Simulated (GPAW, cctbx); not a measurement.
# By hand: from a DFT structure factor to an extinction distance in ScPtC2

ScPtC2, P4/nmm (no. 129, origin choice 1), a = 3.6712 Å, b = 3.6712 Å, c = 7.4281 Å, α = 90.00°, β = 90.00°, γ = 90.00°.

| atom | mult. | x | y | z |
| --- | --- | --- | --- | --- |
| Pt1 | 2 | 1/2 | 1/2 | 0 |
| Sc1 | 2 | 1/2 | 0 | 0.3471 |
| C1 | 2 | 1/2 | 0 | 0.6366 |
| C2 | 2 | 1/2 | 0 | 0.8186 |

The cell comes from substitution in a known structure type and wasn't matched to any measured phase.

A DFT run (GPAW, PBE, 550 eV, 6×6×3 k-points (along the axes of the calculation cell), Fermi–Dirac width 0.1 eV) gives the static X-ray structure factor of 001 as 126.787 e for the conventional cell; superposed free atoms give 127.079 e. **Problem.** Find the Fourier component V of the crystal potential and the two-beam extinction distance at 200 kV in both cases.

## Step 1: Geometry

The cell volume is Ω = 100.11 Å³ and d(001) = 7.4281 Å, so g = 1/d = 0.1346 Å⁻¹.

## Step 2: The nuclei

Electrons feel nuclei as well as electrons, so the nuclear charges are summed with the same phases.

Phase sums Σ exp(2πi h·x), turned so that the total is real and positive: Pt +2.000, Sc -1.146, C -0.472. Then F_Z = 78 × (+2.000) + 21 × (-1.146) + 6 × (-0.472) = 129.10 e. The electron term has the same sign for this reflection.

## Step 3: Mott–Bethe

Poisson's equation, term by term, gives V = (e/4πε₀)(F_Z − F)/(πΩg²), with e/4πε₀ = 14.3996 V Å.

The prefactor is 14.3996 × 7.4281²/(π × 100.11) = 2.52615 V per electron. Free atoms: (129.10 − 127.079) × 2.52615 = 5.095 V. Crystal: (129.10 − 126.787) × 2.52615 = 5.832 V. F changes by -0.23 % and V by +14.5 %: the same 0.29 e is measured against F_Z − F = 2.0 e in place of F = 127.1 e.

## Step 4: Extinction distance

In the two-beam case ξ = 1/(λU) with U = 2γm₀eV/h², that is ξ = 150.41 V Å²/(γλV).

At 200 kV, λ = 0.02508 Å and γ = 1.3914. Free atoms: ξ = 846 Å. Crystal: ξ = 739 Å. The thickness fringes go as sin²(πt/ξ), so the two patterns slip by a quarter of a period when t|1/ξ₁ − 1/ξ₀| = 1/4, at t ≈ 146 nm. Thermal motion, absorption and many-beam coupling, left out here, change a real pattern.

## Step 5: Answer

V(001) is 5.83 V against 5.09 V, and ξ is 739 against 846 Å. Limits: static atoms, two beams.
